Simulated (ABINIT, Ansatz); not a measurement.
# H (P4/mmm): from the cell to the phonon bands, part 3 of 4

Aim: the phonon dispersion of H (P4/mmm), checked by a second program.

ABINIT 10.8.3; DFT LDA, scalar-relativistic, plane waves, PseudoDojo norm-conserving pseudopotentials.

So far. Step 3 (Relaxing the cell and atoms): The volume changes by -12.8 % in this run and stands -12.8 % from the first cell. Step 4 (Self-consistent run for the response): The cell stands at -0.27 GPa: the relaxation ran with a smoothed and higher cutoff and on another k mesh. The relaxed cell has a = 2.453, c = 0.997 Å (conventional setting).

### 8. Phonons on a q mesh

Linear response treats each wavevector in the unit cell, with no supercell; the 4×4×9 mesh fixes the range of the force constants to be had.

File dfpt_q.abi:

```
ndtset 29

# wavevectors
qpt1 0.25 0.0 0.0
qpt2 0.5 0.0 0.0
qpt3 0.25 0.25 0.0
qpt4 0.5 0.25 0.0
qpt5 0.5 0.5 0.0
qpt6 0.0 0.0 0.1111111111
qpt7 0.25 0.0 0.1111111111
qpt8 0.5 0.0 0.1111111111
qpt9 0.25 0.25 0.1111111111
qpt10 0.5 0.25 0.1111111111
qpt11 0.5 0.5 0.1111111111
qpt12 0.0 0.0 0.2222222222
qpt13 0.25 0.0 0.2222222222
qpt14 0.5 0.0 0.2222222222
qpt15 0.25 0.25 0.2222222222
qpt16 0.5 0.25 0.2222222222
qpt17 0.5 0.5 0.2222222222
qpt18 0.0 0.0 0.3333333333
qpt19 0.25 0.0 0.3333333333
qpt20 0.5 0.0 0.3333333333
qpt21 0.25 0.25 0.3333333333
qpt22 0.5 0.25 0.3333333333
qpt23 0.5 0.5 0.3333333333
qpt24 0.0 0.0 0.4444444444
qpt25 0.25 0.0 0.4444444444
qpt26 0.5 0.0 0.4444444444
qpt27 0.25 0.25 0.4444444444
qpt28 0.5 0.25 0.4444444444
qpt29 0.5 0.5 0.4444444444

# displacements
getwfk_filepath "gso_WFK"
getwfq_filepath "gso_WFK"
kptopt 3
nqpt 1
rfphon 1
rfatpol 1 1
rfdir 1 1 1
tolvrs 1.0d-10
prtwf 0

# basis, mesh and filling
ecut 31.0
ngkpt 16 16 36
nshiftk 1
shiftk 0.0 0.0 0.0
istwfk *1
occopt 7
tsmear 0.01
nband 5
nstep 100
diemac 1000000.0
prtebands 0
prtgsr 0

# cell and atoms
acell 4.636281708 4.636281708 1.884278097
rprim 
    1.0 0.0 0.0
    0.0 1.0 0.0
    0.0 0.0 1.0
ntypat 1
znucl 1
natom 1
typat 1
xred 
    0.0 0.0 0.5
pp_dirpath "./pseudo"
pseudos "H.upf"
```

Launch:

```sh
$ OMP_NUM_THREADS=1 mpirun -n 4 abinit dfpt_q.abi > dfpt_q.log
```

Numbers of over 12 decimals in the logs are rounded to 6 here.

dfpt_q.abo, the main output file:

```text
[banners, grids, parts of the stress and lines that vanish by symmetry left out]
- input  file    -> dfpt_q.abi
- output file    -> dfpt_q.abo
- root for input  files -> dfpt_qi
[...]
DATASET    1 : space group P4/m m m (#123); Bravais tP (primitive tetrag.)
[...]
nfft =        5760          nkpt =        9216
[...]
DATASET    2 : space group P4/m m m (#123); Bravais tP (primitive tetrag.)
[...]
nfft =        5760          nkpt =        9216
[...]
DATASET    3 : space group P4/m m m (#123); Bravais tP (primitive tetrag.)
[...]
nfft =        5760          nkpt =        9216
[...]
DATASET    4 : space group P4/m m m (#123); Bravais tP (primitive tetrag.)
[...]
nfft =        5760          nkpt =        9216
[...]
DATASET   28 : space group P4/m m m (#123); Bravais tP (primitive tetrag.)
[...]
nfft =        5760          nkpt =        9216
[...]
DATASET   29 : space group P4/m m m (#123); Bravais tP (primitive tetrag.)
[...]
nfft =        5760          nkpt =        9216
[...]
== DATASET  1 ==================================================================
[...]
cutoff_energies: {ecut:  31.0, pawecutdg:  -1.0, }
[...]
Perturbation : displacement of atom   1   along direction   1
[...]
-ETOT  1  0.167791     -3.164E+01 6.300E-01 1.304E+03
 ETOT  2  7.88993512140497E-02 -8.889E-02 5.505E-04 4.119E+02
 ETOT  3  5.85083119770449E-02 -2.039E-02 1.517E-04 4.512E+01
 ETOT  4  5.67600103198576E-02 -1.748E-03 6.968E-06 6.915E+00
 ETOT  5  5.64127315860166E-02 -3.473E-04 5.808E-07 1.223E-01
[...]
At SCF step    9       vres2   =  3.94E-12 < tolvrs=  1.00E-10 =>converged.
[...]
Perturbation : displacement of atom   1   along direction   2
[...]
-ETOT  1  2.28730730471955E-02 -2.480E+01 6.938E-01 8.718E+01
[...]
At SCF step    7       vres2   =  3.81E-12 < tolvrs=  1.00E-10 =>converged.
[...]
Perturbation : displacement of atom   1   along direction   3
[...]
-ETOT  1  1.17686369307535E-05 -1.659E+00 8.502E-02 1.447E-01
[...]
At SCF step    5       vres2   =  4.97E-13 < tolvrs=  1.00E-10 =>converged.
[...]
Phonon wavevector (reduced coordinates) :  0.25000  0.00000  0.00000
 Phonon energies in Hartree :
[...]
Phonon frequencies in cm-1    :
- -1.012775E+02 -9.412471E+00  2.622897E+02
[...]
== DATASET  2 ==================================================================
[...]
cutoff_energies: {ecut:  31.0, pawecutdg:  -1.0, }
[...]
-  1.00000   1.00000  180309                  znucl, zion, pspdat
[...]
Perturbation : displacement of atom   1   along direction   1
[...]
-ETOT  1  0.724423     -1.440E+01 6.113E+02 4.377E+00
[...]
At SCF step    6       vres2   =  7.06E-11 < tolvrs=  1.00E-10 =>converged.
[...]
Perturbation : displacement of atom   1   along direction   3
[...]
-ETOT  1  4.06498377638024E-02 -5.976E+00 2.382E+01 5.311E+01
[...]
ETOT  5 -3.31797906500786E-03 -5.378E-09 1.082E+01 1.412E-08
 ETOT  6 -3.31797906730824E-03 -2.300E-12 4.000E+00 4.679E-11
 At SCF step    6       vres2   =  4.68E-11 < tolvrs=  1.00E-10 =>converged.
[...]
Phonon wavevector (reduced coordinates) :  0.50000  0.50000  0.44444
 Phonon energies in Hartree :
[...]
Phonon frequencies in cm-1    :
- -1.565219E+02  9.395855E+02  9.395855E+02
[...]
etotal20    7.7412528683E-01
           etotal21
================================================================================
```

Wall time 51 min (4 MPI ranks of Arm Neoverse V1, shared host); 3.4 h of CPU time.

Numbers from this step:

| Property | Result |
| --- | --- |
| lowest mode on the q mesh (acoustic ones at the zone centre apart) | -1356 cm⁻¹ |

Frequencies (cm⁻¹) before the sum rule at the irreducible wavevectors but Γ, which is solved apart; negative means imaginary. Frequencies by wavevector:

| q (fractions) | star | mode 1 | mode 2 | mode 3 |
| --- | --- | --- | --- | --- |
| 0.25 0 0 | 4 | -101.3 | -9.41 | 262.3 |
| 0.5 0 0 | 2 | -143.9 | -17 | 404.2 |
| 0.25 0.25 0 | 4 | -16.91 | 167.7 | 293.3 |
| 0.5 0.25 0 | 4 | -22.37 | 265.7 | 377.3 |
| 0.5 0.5 0 | 1 | -24.7 | 248.6 | 248.6 |
| 0 0 0.1111 | 2 | 129.7 | 129.7 | 1232 |
| 0.25 0 0.1111 | 8 | 48.33 | 278.6 | 1186 |
| 0.5 0 0.1111 | 4 | -115.8 | 377.5 | 1154 |
| 0.25 0.25 0.1111 | 8 | 251.2 | 280.9 | 1159 |
| 0.5 0.25 0.1111 | 8 | 253.5 | 371.3 | 1137 |
| 0.5 0.5 0.1111 | 2 | 366.1 | 366.1 | 1123 |
| 0 0 0.2222 | 2 | 512.1 | 512.1 | 2093 |
| 0.25 0 0.2222 | 8 | 503.9 | 538.8 | 2068 |
| 0.5 0 0.2222 | 4 | 489.7 | 583.6 | 2047 |
| 0.25 0.25 0.2222 | 8 | 533.7 | 543.6 | 2050 |
| 0.5 0.25 0.2222 | 8 | 540.9 | 575.7 | 2034 |
| 0.5 0.5 0.2222 | 2 | 571.1 | 571.1 | 2023 |
| 0 0 0.3333 | 2 | 847.3 | 847.3 | 2388 |
| 0.25 0 0.3333 | 8 | 849.1 | 853.8 | 2391 |
| 0.5 0 0.3333 | 4 | 850 | 867.2 | 2391 |
| 0.25 0.25 0.3333 | 8 | 856.3 | 857 | 2393 |
| 0.5 0.25 0.3333 | 8 | 860.1 | 867 | 2394 |
| 0.5 0.5 0.3333 | 2 | 867.5 | 867.5 | 2397 |
| 0 0 0.4444 | 2 | -1356 | 939.3 | 939.3 |
| 0.25 0 0.4444 | 8 | -1016 | 939.5 | 939.9 |
| 0.5 0 0.4444 | 4 | -819.5 | 938.7 | 939.6 |
| 0.25 0.25 0.4444 | 8 | -766.8 | 938.6 | 943 |
| 0.5 0.25 0.4444 | 8 | -547.4 | 939.1 | 941.6 |
| 0.5 0.5 0.4444 | 2 | -156.5 | 939.6 | 939.6 |

### 9. Dispersion

anaddb transforms the dynamical matrices to force constants and back along the path; points of the mesh come back as solved, but for the sum rule and, in polar crystals, the LO-TO term at Γ; the rest is interpolation.

File anaddb.abi:

```
ddb_filepath "all_DDB"
output_file "anaddb.abo"
outdata_prefix "anaddb"
ifcflag 1
ngqpt 4 4 9
nqshft 1
q1shft 0.0 0.0 0.0
asr 1
chneut 0
dipdip 0
dipquad 0
quadquad 0
enunit 0
eivec 0
nph1l 93
qph1l 
    0.0 0.0 0.0 1.0
    0.0 0.05 0.0 1.0
    0.0 0.1 0.0 1.0
    0.0 0.15 0.0 1.0
    0.0 0.2 0.0 1.0
    0.0 0.25 0.0 1.0
    0.0 0.3 0.0 1.0
    0.0 0.35 0.0 1.0
    0.0 0.4 0.0 1.0
    0.0 0.45 0.0 1.0
    0.0 0.5 0.0 1.0
    0.05 0.5 0.0 1.0
    0.1 0.5 0.0 1.0
    0.15 0.5 0.0 1.0
    0.2 0.5 0.0 1.0
    0.25 0.5 0.0 1.0
    0.3 0.5 0.0 1.0
    0.35 0.5 0.0 1.0
    0.4 0.5 0.0 1.0
    0.45 0.5 0.0 1.0
    0.5 0.5 0.0 1.0
    0.45 0.45 0.0 1.0
    0.4 0.4 0.0 1.0
    0.35 0.35 0.0 1.0
    0.3 0.3 0.0 1.0
    0.25 0.25 0.0 1.0
    0.2 0.2 0.0 1.0
    0.15 0.15 0.0 1.0
    0.1 0.1 0.0 1.0
    0.05 0.05 0.0 1.0
    0.0 0.0 0.0 1.0
    0.0 0.0 0.05 1.0
    0.0 0.0 0.1 1.0
    0.0 0.0 0.15 1.0
    0.0 0.0 0.2 1.0
    0.0 0.0 0.25 1.0
    0.0 0.0 0.3 1.0
    0.0 0.0 0.35 1.0
    0.0 0.0 0.4 1.0
    0.0 0.0 0.45 1.0
    0.0 0.0 0.5 1.0
    0.0 0.05 0.5 1.0
    0.0 0.1 0.5 1.0
    0.0 0.15 0.5 1.0
    0.0 0.2 0.5 1.0
    0.0 0.25 0.5 1.0
    0.0 0.3 0.5 1.0
    0.0 0.35 0.5 1.0
    0.0 0.4 0.5 1.0
    0.0 0.45 0.5 1.0
    0.0 0.5 0.5 1.0
    0.05 0.5 0.5 1.0
    0.1 0.5 0.5 1.0
    0.15 0.5 0.5 1.0
    0.2 0.5 0.5 1.0
    0.25 0.5 0.5 1.0
    0.3 0.5 0.5 1.0
    0.35 0.5 0.5 1.0
    0.4 0.5 0.5 1.0
    0.45 0.5 0.5 1.0
    0.5 0.5 0.5 1.0
    0.45 0.45 0.5 1.0
    0.4 0.4 0.5 1.0
    0.35 0.35 0.5 1.0
    0.3 0.3 0.5 1.0
    0.25 0.25 0.5 1.0
    0.2 0.2 0.5 1.0
    0.15 0.15 0.5 1.0
    0.1 0.1 0.5 1.0
    0.05 0.05 0.5 1.0
    0.0 0.0 0.5 1.0
    0.0 0.5 0.0 1.0
    0.0 0.5 0.05 1.0
    0.0 0.5 0.1 1.0
    0.0 0.5 0.15 1.0
    0.0 0.5 0.2 1.0
    0.0 0.5 0.25 1.0
    0.0 0.5 0.3 1.0
    0.0 0.5 0.35 1.0
    0.0 0.5 0.4 1.0
    0.0 0.5 0.45 1.0
    0.0 0.5 0.5 1.0
    0.5 0.5 0.0 1.0
    0.5 0.5 0.05 1.0
    0.5 0.5 0.1 1.0
    0.5 0.5 0.15 1.0
    0.5 0.5 0.2 1.0
    0.5 0.5 0.25 1.0
    0.5 0.5 0.3 1.0
    0.5 0.5 0.35 1.0
    0.5 0.5 0.4 1.0
    0.5 0.5 0.45 1.0
    0.5 0.5 0.5 1.0
```

File mrgddb.in:

```
all_DDB
merged
30
dfpt_gammao_DDB
dfpt_qo_DS1_DDB
dfpt_qo_DS2_DDB
dfpt_qo_DS3_DDB
dfpt_qo_DS4_DDB
dfpt_qo_DS5_DDB
dfpt_qo_DS6_DDB
dfpt_qo_DS7_DDB
dfpt_qo_DS8_DDB
dfpt_qo_DS9_DDB
dfpt_qo_DS10_DDB
dfpt_qo_DS11_DDB
dfpt_qo_DS12_DDB
dfpt_qo_DS13_DDB
dfpt_qo_DS14_DDB
dfpt_qo_DS15_DDB
dfpt_qo_DS16_DDB
dfpt_qo_DS17_DDB
dfpt_qo_DS18_DDB
dfpt_qo_DS19_DDB
dfpt_qo_DS20_DDB
dfpt_qo_DS21_DDB
dfpt_qo_DS22_DDB
dfpt_qo_DS23_DDB
dfpt_qo_DS24_DDB
dfpt_qo_DS25_DDB
dfpt_qo_DS26_DDB
dfpt_qo_DS27_DDB
dfpt_qo_DS28_DDB
dfpt_qo_DS29_DDB
```

Launch:

```sh
$ mrgddb < mrgddb.in > mrgddb.log
$ OMP_NUM_THREADS=1 anaddb anaddb.abi > anaddb.log
```

anaddb.abo, the main output file:

```text
[banners, grids, parts of the stress and lines that vanish by symmetry left out]
-outvars_anaddb: echo values of input variables ----------------------

 Flags :
[...]
Phonon wavevector (reduced coordinates) :  0.00000  0.00000  0.00000
 Phonon energies in Hartree :
[...]
Phonon frequencies in cm-1    :
-  0.000000E+00  0.000000E+00  0.000000E+00
[...]
Phonon wavevector (reduced coordinates) :  0.00000  0.05000  0.00000
 Phonon energies in Hartree :
[...]
Phonon frequencies in cm-1    :
- -2.230229E+01 -1.315018E+00  5.260560E+01
[...]
Phonon wavevector (reduced coordinates) :  0.00000  0.10000  0.00000
 Phonon energies in Hartree :
[...]
Phonon frequencies in cm-1    :
- -4.408590E+01 -2.875132E+00  1.055843E+02
[...]
Phonon wavevector (reduced coordinates) :  0.00000  0.15000  0.00000
 Phonon energies in Hartree :
[...]
Phonon frequencies in cm-1    :
- -6.483822E+01 -4.790313E+00  1.588611E+02
[...]
Phonon wavevector (reduced coordinates) :  0.00000  0.20000  0.00000
 Phonon energies in Hartree :
[...]
Phonon frequencies in cm-1    :
- -8.406012E+01 -7.017731E+00  2.116264E+02
[...]
Phonon wavevector (reduced coordinates) :  0.00000  0.25000  0.00000
 Phonon energies in Hartree :
[...]
Phonon frequencies in cm-1    :
- -1.012757E+02 -9.411261E+00  2.622904E+02
  Phonon wavevector (reduced coordinates) :  0.00000  0.30000  0.00000
 Phonon energies in Hartree :
[...]
Phonon frequencies in cm-1    :
- -1.160445E+02 -1.177227E+01  3.086546E+02
  Phonon wavevector (reduced coordinates) :  0.00000  0.35000  0.00000
 Phonon energies in Hartree :
[...]
Phonon frequencies in cm-1    :
- -1.279764E+02 -1.388804E+01  3.482229E+02
  Phonon wavevector (reduced coordinates) :  0.00000  0.40000  0.00000
 Phonon energies in Hartree :
[...]
Phonon frequencies in cm-1    :
- -1.367464E+02 -1.556135E+01  3.785650E+02
  Phonon wavevector (reduced coordinates) :  0.00000  0.45000  0.00000
 Phonon energies in Hartree :
[...]
Phonon frequencies in cm-1    :
- -1.421101E+02 -1.663378E+01  3.976616E+02
  Phonon wavevector (reduced coordinates) :  0.00000  0.50000  0.00000
 Phonon energies in Hartree :
[...]
Phonon frequencies in cm-1    :
- -1.439152E+02 -1.700303E+01  4.041818E+02
  Phonon wavevector (reduced coordinates) :  0.05000  0.50000  0.00000
 Phonon energies in Hartree :
[...]
Phonon frequencies in cm-1    :
- -1.179604E+02 -1.737271E+01  4.046206E+02
  Phonon wavevector (reduced coordinates) :  0.10000  0.50000  0.00000
 Phonon energies in Hartree :
[...]
Phonon frequencies in cm-1    :
- -1.836606E+01  6.673455E+01  4.048962E+02
  Phonon wavevector (reduced coordinates) :  0.15000  0.50000  0.00000
 Phonon energies in Hartree :
[...]
Phonon frequencies in cm-1    :
- -1.971095E+01  1.704152E+02  4.023651E+02
[...]
Phonon wavevector (reduced coordinates) :  0.15000  0.50000  0.50000
 Phonon energies in Hartree :
[...]
Phonon frequencies in cm-1    :
- -1.513288E+03  9.361304E+02  9.378769E+02
  Phonon wavevector (reduced coordinates) :  0.20000  0.50000  0.50000
 Phonon energies in Hartree :
[...]
Phonon frequencies in cm-1    :
- -1.470175E+03  9.356946E+02  9.374944E+02
  Phonon wavevector (reduced coordinates) :  0.25000  0.50000  0.50000
 Phonon energies in Hartree :
[...]
Phonon frequencies in cm-1    :
- -1.425105E+03  9.349020E+02  9.365827E+02
  Phonon wavevector (reduced coordinates) :  0.30000  0.50000  0.50000
 Phonon energies in Hartree :
[...]
Phonon frequencies in cm-1    :
- -1.383163E+03  9.337830E+02  9.351567E+02
  Phonon wavevector (reduced coordinates) :  0.35000  0.50000  0.50000
 Phonon energies in Hartree :
[...]
Phonon frequencies in cm-1    :
- -1.348256E+03  9.324927E+02  9.334271E+02
  Phonon wavevector (reduced coordinates) :  0.40000  0.50000  0.50000
 Phonon energies in Hartree :
[...]
Phonon frequencies in cm-1    :
- -1.322682E+03  9.312783E+02  9.317537E+02
[...]
Phonon wavevector (reduced coordinates) :  0.50000  0.50000  0.45000
 Phonon energies in Hartree :
[...]
Phonon frequencies in cm-1    :
- -5.648118E+02  9.382912E+02  9.382912E+02
  Phonon wavevector (reduced coordinates) :  0.50000  0.50000  0.50000
 Phonon energies in Hartree :
[...]
Phonon frequencies in cm-1    :
- -1.302213E+03  9.300939E+02  9.300939E+02
-
```

Elapsed: 0.57 s, on 1 thread.

Numbers from this step:

* lowest frequency on the path: -1994 cm⁻¹

Anaddb. The phonon branches at the labelled points (cm⁻¹):

| point | branch 1 | branch 2 | branch 3 |
| --- | --- | --- | --- |
| Γ | 0 | 0 | 0 |
| halfway | -101 | -9 | 262 |
| X | -144 | -17 | 404 |
| halfway | -22 | 266 | 377 |
| M | -25 | 249 | 249 |
| halfway | -17 | 168 | 293 |
| Γ | 0 | 0 | 0 |
| halfway | 613 | 613 | 2285 |
| Z | -1994 | 939 | 939 |
| halfway | -1717 | 936 | 939 |
| R | -1581 | 936 | 938 |
| halfway | -1425 | 935 | 937 |
| A | -1302 | 930 | 930 |
| halfway | -1545 | 933 | 937 |
| Z | -1994 | 939 | 939 |
| jump to X | -144 | -17 | 404 |
| halfway | 601 | 666 | 2246 |
| R | -1581 | 936 | 938 |
| jump to M | -25 | 249 | 249 |
| halfway | 649 | 649 | 2224 |
| A | -1302 | 930 | 930 |

The phonon branches as a text plot (rows in cm⁻¹):

```
   2382 |                   *                      *         **
   2196 |                  * *                    * *       *
   2010 |                 *
   1824 |                                        *         *
   1637 |                *                                     *
   1451 |                                       *    *    *
   1265 |                     *
   1079 |               *                      *         *
    892 |                    *****************     *****      ***
    706 |              *    *                     **        **
    520 |                 **                  *  **     *  *
    334 |  **********    *                    ****      ***
    147 | *   *    ***  *                       *
    -39 |***************
   -225 |   *                                 **
   -411 |
   -597 |                                                       *
   -784 |
   -970 |                                             *
  -1156 |
  -1342 |                             ****
  -1529 |                      *   ***    *            *
  -1715 |                         *        *
  -1901 |                       **          **
         Γ  X   M     Γ         Z   R   A   Z|X       R|M       A
```

The path dips to 1994i cm⁻¹.

### 10. Sums over the zone

Sums over the zone need many more wavevectors than were solved, so the interpolation is sampled on a dense mesh.

File anaddb.abi:

```
ddb_filepath "all_DDB"
output_file "anaddb.abo"
outdata_prefix "anaddb"
ifcflag 1
ngqpt 4 4 9
nqshft 1
q1shft 0.0 0.0 0.0
asr 1
chneut 0
dipdip 0
dipquad 0
quadquad 0
prtdos 2
ng2qpt 18 18 24
dosdeltae 4.5563e-06
ntemper 11
temperinc 100.0
tempermin 0.0
```

Launch:

```sh
$ OMP_NUM_THREADS=1 anaddb anaddb.abi > anaddb.log
```

anaddb.abo, the main output file:

```text
-outvars_anaddb: echo values of input variables ----------------------

 Flags :
     ifcflag         1
 Miscellaneous information :
         asr         1
      chneut         0
 Interatomic Force Constants Inputs :
      dipdip         0
     dipquad         0
    quadquad         0
      ifcana         0
      ifcout         0
 Description of grid 1 :
        brav         1
       ngqpt         4         4         9
      nqshft         1
      q1shft
                     0.00000000E+00  0.00000000E+00  0.00000000E+00
 Phonon DOS information :
   dosdeltae  4.55630000E-06
    dossmear  4.55633525E-06
 Description of grid 2 (Fourier interp. or BZ sampling):
      ng2qpt        18        18        24
      ngrids         4
      q2shft         0.00000000E+00  0.00000000E+00  0.00000000E+00

================================================================================

 read the DDB information and perform some checks

  ==== Info on the Cryst% object ====
 Real(R)+Recip(G) space primitive vectors, cartesian coordinates (Bohr,Bohr^-1):
 R(1)=  4.6362817  0.0000000  0.0000000  G(1)=  0.2156901  0.0000000  0.0000000
 R(2)=  0.0000000  4.6362817  0.0000000  G(2)=  0.0000000  0.2156901  0.0000000
 R(3)=  0.0000000  0.0000000  1.8842781  G(3)=  0.0000000  0.0000000  0.5307072
 Unit cell volume ucvol=  4.0502761E+01 bohr^3
 Angles (23,13,12)=  9.00000000E+01  9.00000000E+01  9.00000000E+01 degrees
 Time-reversal symmetry is present
 Reduced atomic positions [iatom, xred, symbol]:
    1)    0.0000000  0.0000000  0.5000000   H

 DDB file with 30 blocks has been read.

================================================================================

 Calculation of the interatomic forces

       Homogeneous q point set in the B.Z.
 Grid q points  :      144
 greater than 80, so only write 20 of them
  1)   0.00000000E+00  0.00000000E+00  0.00000000E+00
  2)   2.50000000E-01  0.00000000E+00  0.00000000E+00
  3)   5.00000000E-01  0.00000000E+00  0.00000000E+00
  4)  -2.50000000E-01  0.00000000E+00  0.00000000E+00
  5)   0.00000000E+00  2.50000000E-01  0.00000000E+00
  6)   2.50000000E-01  2.50000000E-01  0.00000000E+00
  7)   5.00000000E-01  2.50000000E-01  0.00000000E+00
  8)  -2.50000000E-01  2.50000000E-01  0.00000000E+00
  9)   0.00000000E+00  5.00000000E-01  0.00000000E+00
 10)   2.50000000E-01  5.00000000E-01  0.00000000E+00
 11)   5.00000000E-01  5.00000000E-01  0.00000000E+00
 12)  -2.50000000E-01  5.00000000E-01  0.00000000E+00
 13)   0.00000000E+00 -2.50000000E-01  0.00000000E+00
 14)   2.50000000E-01 -2.50000000E-01  0.00000000E+00
 15)   5.00000000E-01 -2.50000000E-01  0.00000000E+00
 16)  -2.50000000E-01 -2.50000000E-01  0.00000000E+00
 17)   0.00000000E+00  0.00000000E+00  1.11111111E-01
 18)   2.50000000E-01  0.00000000E+00  1.11111111E-01
 19)   5.00000000E-01  0.00000000E+00  1.11111111E-01
 20)  -2.50000000E-01  0.00000000E+00  1.11111111E-01

 The interatomic forces have been obtained

================================================================================

 Calculation of phonon density of states

 Average speed of sound partial sums:     0.4474576667E-02 (at units)
-                                   =           9.7890 [km/s]

 Debye frequency from partial sums:     0.5078561815E-02 (Ha)
-                                 =     0.3341533151E+02 (THz)
-Debye temperature from partial sums:     0.1603682983E+04 (K)

 Average speed of sound partial sums:     0.4474576667E-02 (at units)
-                                   =           9.7890 [km/s]

 Debye frequency from partial sums:     0.5078561815E-02 (Ha)
-                                 =     0.3341533151E+02 (THz)
-Debye temperature from partial sums:     0.1603682983E+04 (K)

 Average speed of sound:     0.1139169162E-04 (at units)
-                      =           0.0249 [km/s]

 Debye frequency from DOS:     0.1292935944E-04 (Ha)
-                        =     0.8507109843E-01 (THz)
-Debye temperature from DOS:     0.4082768799E+01 (K)

-
```

The job ended after 5.2 s (1 thread).

This step gave:

```
share of modes beyond 3i cm⁻¹ on the dense interpolated mesh : 0.0674
```

The phonon density of states has structure finer than the step of the table below, so its rows give means over 200 cm⁻¹, whole bins alone (the curve runs from -2094 to 2587 cm⁻¹). Peaks (cm⁻¹: height): 355.1: 0.00314, 944.0: 0.0103, 2401.0: 0.00196.

Tetrahedra. Table of phonon density of states by wavenumber; means over each step:

| wavenumber (cm⁻¹) | phonon density of states (1/cm⁻¹/cell) |
| --- | --- |
| -1800 | 2.7e-5 |
| -1600 | 8.6e-5 |
| -1400 | 1.5e-4 |
| -1200 | 1.3e-4 |
| -1000 | 6.8e-5 |
| -800 | 4.2e-5 |
| -600 | 4.0e-5 |
| -400 | 4.0e-5 |
| -200 | 1.4e-4 |
| 0 | 7.1e-4 |
| 200 | 0.00148 |
| 400 | 0.00244 |
| 600 | 0.00150 |
| 800 | 0.00224 |
| 1000 | 0.00271 |
| 1200 | 3.8e-4 |
| 1400 | 3.4e-4 |
| 1600 | 3.4e-4 |
| 1800 | 3.5e-4 |
| 2000 | 4.2e-4 |
| 2200 | 5.3e-4 |
| 2400 | 8.2e-4 |

(Continued in part 4 of 4.)

[Host names and launcher messages were left out of these logs when they were recorded.]

[Logs are printed without paths, hosts, clocks, repeated set-up lines and the standing remarks that a program may print on its own settings, such as how far it seeks lower states.]

[Hosts, paths, dates, database ids (printed as entryN), source tags and the programs' standing remarks are cut or masked in the printed files.]
